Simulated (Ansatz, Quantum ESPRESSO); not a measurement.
# Ba3Si (Pm-3m): zone-centre phonons, part 2 of 3

Wanted: the vibrations of Ba3Si (Pm-3m) at Γ, by two programs.

Quantum ESPRESSO 7.5; DFT PBE, scalar-relativistic, plane waves, PseudoDojo norm-conserving pseudopotentials.

So far. Step 2 (A probe with smearing): No gap opens on this mesh, so smearing is kept; the start stands at -2.7 GPa. Step 4 (Ground state): The cell stands at 0 GPa, close enough for phonons. The relaxed cell has a = 5.383 Å (conventional setting).

The structure was built from a prototype and need not be the compound's stable phase.

### Step 5. Linear response at Γ

At q = 0 one unit cell holds all displacements; symmetry groups them into irreducible representations that are solved one by one. With smeared occupations no response to a homogeneous field can be asked.

Input file ph.in:

```
phonons
 &inputph
    prefix='x',
    outdir='./tmp',
    fildyn='g.dyn',
    tr2_ph=1.0d-18,
    alpha_mix(1)=0.4,
    nmix_ph=8,
 /
0.000000000000 0.000000000000 0.000000000000
```

The run is started by

```console
$ OMP_NUM_THREADS=1 mpirun -n 4 ph.x -nk 4 -in ph.in > ph.out
```

The log of the run:

```text
[banners, grids, parts of the stress and lines that vanish by symmetry left out]
[banner, memory and clock lines left out]
Program PHONON v.7.5

     ./tmp/x.save/

     IMPORTANT: XC functional enforced from input :
     Exchange-correlation= PBE
                           (   1   4   3   4   0   0   0)
     Any further DFT definition will be discarded
     Please, verify this is what you really want

     G-vector sticks info

     Reading collected, re-writing distributed wavefunctions in ./tmp/

     Number and degeneracy of irreps per q-point
       N         xq(1)         xq(2)         xq(3)   N irreps
       1   0.000000000   0.000000000   0.000000000       4
        3   3   3   3

     Calculation of q =    0.0000000   0.0000000   0.0000000

Possibly too few bands at point    1   0.00000   0.00000   0.00000

Possibly too few bands at point    2   0.00000   0.00000   0.16667

     phonons

     bravais-lattice index     =            1
     lattice parameter (alat)  =      10.1726  a.u.
     unit-cell volume          =    1052.6879 (a.u.)^3
     number of atoms/cell      =            4
     number of atomic types    =            2
     kinetic-energy cut-off    =      57.0000  Ry
     charge density cut-off    =     228.0000  Ry
     convergence threshold     =      1.0E-18
     beta                      =       0.4000
     number of iterations used =            8
     Exchange-correlation= PBE
                           (   1   4   3   4   0   0   0)

     celldm(1)=   10.17263  celldm(2)=    0.00000  celldm(3)=    0.00000
     celldm(4)=    0.00000  celldm(5)=    0.00000  celldm(6)=    0.00000

     crystal axes: (cart. coord. in units of alat)
               a(1) = (  1.0000  0.0000  0.0000 )
               a(2) = (  0.0000  1.0000  0.0000 )
               a(3) = (  0.0000  0.0000  1.0000 )

     reciprocal axes: (cart. coord. in units 2 pi/alat)
               b(1) = (  1.0000  0.0000  0.0000 )
               b(2) = (  0.0000  1.0000  0.0000 )
               b(3) = (  0.0000  0.0000  1.0000 )

     Atoms inside the unit cell:

     Cartesian axes

     site n.  atom      mass           positions (alat units)
        1  Si     28.0850   tau(    1) = (    0.00000    0.00000    0.00000  )
        2  Ba    137.3270   tau(    2) = (    0.00000    0.50000    0.50000  )
        3  Ba    137.3270   tau(    3) = (    0.50000    0.00000    0.50000  )
        4  Ba    137.3270   tau(    4) = (    0.50000    0.50000    0.00000  )

     Computing dynamical matrix for
                    q = (   0.0000000   0.0000000   0.0000000 )

     49 Sym.Ops. (with q -> -q+G )

     G cutoff =  597.6426  (  61349 G-vectors)     FFT grid: ( 50, 50, 50)

     number of k points=    20  Marzari-Vanderbilt smearing, width (Ry)=  0.0200
                       cart. coord. in units 2pi/alat
        k(    1) = (   0.0000000   0.0000000   0.0000000), wk =   0.0092593
        k(    2) = (   0.0000000   0.0000000   0.1666667), wk =   0.0555556
        k(    3) = (   0.0000000   0.0000000   0.3333333), wk =   0.0555556
        [... further k-points left out ...]

     PseudoPot. # 1 for Si read from file:
     ./pseudo/Si.upf
     Pseudo is Norm-conserving + core correction, Zval =  4.0
     Using radial grid of 1510 points,  6 beta functions with:
                l(1) =   0
                l(2) =   0
                l(3) =   1
                l(4) =   1
                l(5) =   2
                l(6) =   2

     PseudoPot. # 2 for Ba read from file:
     ./pseudo/Ba.upf
     Pseudo is Norm-conserving + core correction, Zval = 10.0
     Using radial grid of 1950 points,  8 beta functions with:
                l(1) =   0
                l(2) =   0
                l(3) =   1
                l(4) =   1
                l(5) =   2
                l(6) =   2
                l(7) =   3
                l(8) =   3

     Mode symmetry, O_h (m-3m)  point group:

     Atomic displacements:
     There are    4 irreducible representations

     Representation     1      3 modes -  To be done

     Representation     2      3 modes -  To be done

     Representation     3      3 modes -  To be done

     Representation     4      3 modes -  To be done

     Alpha used in Ewald sum =   2.1000

     Representation #   1 modes #   1   2   3

     Self-consistent Calculation
      iter #   1   av.it.:   6.5
      thresh= 1.000E-02 alpha_mix =  0.400 |ddv_scf|^2 =  5.656E-07
      iter #   2   av.it.:  13.9
      thresh= 7.520E-05 alpha_mix =  0.400 |ddv_scf|^2 =  3.522E-08
      iter #   3   av.it.:  13.9
      thresh= 1.877E-05 alpha_mix =  0.400 |ddv_scf|^2 =  4.930E-10
      iter #   4   av.it.:  14.7
      thresh= 2.220E-06 alpha_mix =  0.400 |ddv_scf|^2 =  3.306E-11
      iter #   5   av.it.:  14.7
      thresh= 5.750E-07 alpha_mix =  0.400 |ddv_scf|^2 =  9.175E-13
      iter #   6   av.it.:  14.3
      thresh= 9.579E-08 alpha_mix =  0.400 |ddv_scf|^2 =  1.240E-13
      iter #   7   av.it.:  15.0
      thresh= 3.521E-08 alpha_mix =  0.400 |ddv_scf|^2 =  2.797E-15
      iter #   8   av.it.:  15.1
      thresh= 5.288E-09 alpha_mix =  0.400 |ddv_scf|^2 =  2.085E-17
      iter #   9   av.it.:  15.0
      thresh= 4.567E-10 alpha_mix =  0.400 |ddv_scf|^2 =  4.986E-18
      iter #  10   av.it.:  15.1
      thresh= 2.233E-10 alpha_mix =  0.400 |ddv_scf|^2 =  9.810E-20

     End of self-consistent calculation

     Convergence has been achieved

     Representation #   2 modes #   4   5   6

     Self-consistent Calculation
      iter #   1   av.it.:   5.8
      thresh= 1.000E-02 alpha_mix =  0.400 |ddv_scf|^2 =  1.675E-07
      iter #   2   av.it.:  13.8
      thresh= 4.092E-05 alpha_mix =  0.400 |ddv_scf|^2 =  9.693E-09
      iter #   3   av.it.:  13.8
      thresh= 9.845E-06 alpha_mix =  0.400 |ddv_scf|^2 =  5.927E-10
      iter #   4   av.it.:  13.7
      thresh= 2.434E-06 alpha_mix =  0.400 |ddv_scf|^2 =  5.732E-11
[...]
End of self-consistent calculation

     Convergence has been achieved

     Representation #   3 modes #   7   8   9

     Self-consistent Calculation
[...]
End of self-consistent calculation

     Convergence has been achieved

     Representation #   4 modes #  10  11  12

     Self-consistent Calculation
[...]
iter #   3   av.it.:  14.0
      thresh= 6.113E-06 alpha_mix =  0.400 |ddv_scf|^2 =  1.834E-10
      iter #   4   av.it.:  14.7
      thresh= 1.354E-06 alpha_mix =  0.400 |ddv_scf|^2 =  1.877E-12
      iter #   5   av.it.:  13.9
      thresh= 1.370E-07 alpha_mix =  0.400 |ddv_scf|^2 =  1.384E-13
      iter #   6   av.it.:  14.5
      thresh= 3.720E-08 alpha_mix =  0.400 |ddv_scf|^2 =  2.701E-15
      iter #   7   av.it.:  14.9
      thresh= 5.197E-09 alpha_mix =  0.400 |ddv_scf|^2 =  1.438E-17
      iter #   8   av.it.:  14.7
      thresh= 3.793E-10 alpha_mix =  0.400 |ddv_scf|^2 =  3.678E-18
      iter #   9   av.it.:  15.1
      thresh= 1.918E-10 alpha_mix =  0.400 |ddv_scf|^2 =  4.664E-20

     End of self-consistent calculation

     Convergence has been achieved

     Number of q in the star =    1
     List of q in the star:
          1   0.000000000   0.000000000   0.000000000

     Diagonalizing the dynamical matrix

     q = (    0.000000000   0.000000000   0.000000000 )

 **************************************************************************
     freq (    1) =      -0.578131 [THz] =     -19.284371 [cm-1]
     freq (    2) =      -0.578131 [THz] =     -19.284371 [cm-1]
     freq (    3) =      -0.578131 [THz] =     -19.284371 [cm-1]
     freq (    4) =      -0.468547 [THz] =     -15.629035 [cm-1]
     freq (    5) =      -0.468547 [THz] =     -15.629035 [cm-1]
     freq (    6) =      -0.468547 [THz] =     -15.629035 [cm-1]
     freq (    7) =      -0.012699 [THz] =      -0.423579 [cm-1]
     freq (    8) =      -0.012699 [THz] =      -0.423579 [cm-1]
     freq (    9) =      -0.012699 [THz] =      -0.423579 [cm-1]
     freq (   10) =       2.818230 [THz] =      94.006034 [cm-1]
     freq (   11) =       2.818230 [THz] =      94.006034 [cm-1]
     freq (   12) =       2.818230 [THz] =      94.006034 [cm-1]
 **************************************************************************

     Mode symmetry, O_h (m-3m)  point group:

     freq (   1-   3) =        -19.3  [cm-1]   --> T_1u G_15  G_4- I
     freq (   4-   6) =        -15.6  [cm-1]   --> T_2u G_25  G_5-
     freq (   7-   9) =         -0.4  [cm-1]   --> T_1u G_15  G_4- I
     freq (  10-  12) =         94.0  [cm-1]   --> T_1u G_15  G_4- I
```

The job ended after 6 min (4 MPI ranks of Intel Xeon 6975P-C (Granite Rapids), shared host).

Read from the output:

```yaml
largest_acoustic_frequency_at_the_zone_centre_before_the_sum_rule: -0.42 cm⁻¹
highest_optical_zone_centre_mode_no_lo_to_term: 94.01 cm⁻¹
lowest_optical_zone_centre_mode: -19.28 cm⁻¹
```

The acoustic modes at Γ come out as far as 0.4 cm⁻¹ from zero, where they should vanish, a small numerical error. The lowest optical mode is imaginary, 19i cm⁻¹, an instability at this level and on this k mesh.

### Step 6. Modes with the sum rule

A rigid shift of the crystal must cost nothing, but grids and finite bases break this; the acoustic sum rule is imposed before the matrix is diagonalised again.

Input file dynmat.in:

```
 &input
    fildyn='g.dyn',
    asr='simple',
    fileig='dynmat.eig',
 /
```

The run is started by

```console
$ dynmat.x -in dynmat.in > dynmat.out
```

The log of the run:

```text
[banner, memory and clock lines left out]
Program DYNMAT v.7.5

     Reading Dynamical Matrix from file g.dyn
     ...Force constants read
     ...epsilon and Z* not read (not found on file)
     A direction for q was not specified:TO-LO splitting will be absent

     Polarizability (A^3 units)
     multiply by 1.000000 for Clausius-Mossotti correction
         0.000000    0.000000    0.000000
         0.000000    0.000000    0.000000
         0.000000    0.000000    0.000000

     IR activities are in (D/A)^2/amu units

# mode   [cm-1]    [THz]      IR
    1    -19.37   -0.5806    0.0000
    2    -19.37   -0.5806    0.0000
    3    -19.37   -0.5806    0.0000
    4    -15.61   -0.4681    0.0000
    5    -15.61   -0.4681    0.0000
    6    -15.61   -0.4681    0.0000
    7     -0.00   -0.0000    0.0000
    8     -0.00   -0.0000    0.0000
    9      0.00    0.0000    0.0000
   10     94.01    2.8182    0.0000
   11     94.01    2.8182    0.0000
   12     94.01    2.8182    0.0000

[end of the log left out, with the tail of the file of modes that dynmat.x writes under the same name]
```

Wall time 0.59 s (1 thread).

Read from the output:

```yaml
lowest_optical_zone_centre_mode: -19.37 cm⁻¹
```

Unit eigenvectors of the mass-weighted matrix after the sum rule; no LO-TO term. The modes at Γ (shares of kinetic energy by element, %) (negative means imaginary):

```csv
mode,frequency (cm⁻¹),Si %,Ba %
1,-19.4,87,13
2,-19.4,87,13
3,-19.4,87,13
4,-15.6,0,100
5,-15.6,0,100
6,-15.6,0,100
7,0.0,6,94
8,0.0,6,94
9,0.0,6,94
10,94.0,6,94
11,94.0,6,94
12,94.0,6,94
```

Displacements in mode 1 (-19.4 cm⁻¹), the largest set to 1:
```
Si1 -0.03  0.04  1.00
Ba2  0.00  0.00 -0.12
Ba3  0.00  0.00 -0.12
Ba4  0.00  0.00  0.03
```

Displacements in mode 12 (94.0 cm⁻¹), the largest set to 1:
```
Si1  0.00  0.00 -0.67
Ba2  0.00  0.00 -0.43
Ba3  0.00  0.00 -0.43
Ba4  0.00  0.00  1.00
```

The rule moves no optical mode by more than 0.1 cm⁻¹.

### Step 7. Sum rules set otherwise: a sum rule for molecules or wires on a crystal

This rule also removes rotations, which suits molecules and not a crystal; it is tried to see the harm.

Input file dynmat.in:

```
 &input
    fildyn='g.dyn',
    asr='zero-dim',
    fileig='dynmat.eig',
 /
```

The run is started by

```console
$ dynmat.x -in dynmat.in > dynmat.out
```

The log of the run:

```text
[banner, memory and clock lines left out]
Program DYNMAT v.7.5

     Reading Dynamical Matrix from file g.dyn
     ...Force constants read
     ...epsilon and Z* not read (not found on file)
     Acoustic Sum Rule: || Z*(ASR) - Z*(orig)|| =    0.000000E+00
     Acoustic Sum Rule: ||dyn(ASR) - dyn(orig)||=    9.458014E-02
     A direction for q was not specified:TO-LO splitting will be absent

     Polarizability (A^3 units)
     multiply by 1.000000 for Clausius-Mossotti correction
         0.000000    0.000000    0.000000
         0.000000    0.000000    0.000000
         0.000000    0.000000    0.000000

     IR activities are in (D/A)^2/amu units

# mode   [cm-1]    [THz]      IR
    1    -19.32   -0.5793    0.0000
    2    -18.53   -0.5555    0.0000
    3    -18.53   -0.5555    0.0000
    4     -0.00   -0.0000    0.0000
    5     -0.00   -0.0000    0.0000
    6     -0.00   -0.0000    0.0000
    7      0.00    0.0000    0.0000
    8      0.00    0.0000    0.0000
    9      0.00    0.0000    0.0000
   10     85.30    2.5571    0.0000
   11     85.30    2.5571    0.0000
   12     94.01    2.8182    0.0000

[end of the log left out, with the tail of the file of modes that dynmat.x writes under the same name]
```

It took 0.58 s on 1 thread.

The run ended normally, but on settings that are not sound.

The fault: a sum rule for molecules or wires on a crystal; 3 optical modes are projected out to zero frequency, as if they were rotations.

For a crystal the rule has to be 'simple' or 'crystal'.

Zone-centre frequencies as printed; negative means imaginary. Modes:

```csv
mode,frequency (cm⁻¹)
1,-19.32
2,-18.53
3,-18.53
4,0
5,0
6,0
7,0
8,0
9,0
10,85.3
11,85.3
12,94.01
```

[end of part 2 of 3]

[Host names and launcher messages were left out of these logs when they were recorded.]

[Logs are printed without paths, hosts, clocks, repeated set-up lines and the standing remarks that a program may print on its own settings, such as how far it seeks lower states.]

[Hosts, paths, dates, database ids (printed as entryN), source tags and the programs' standing remarks are cut or masked in the printed files.]
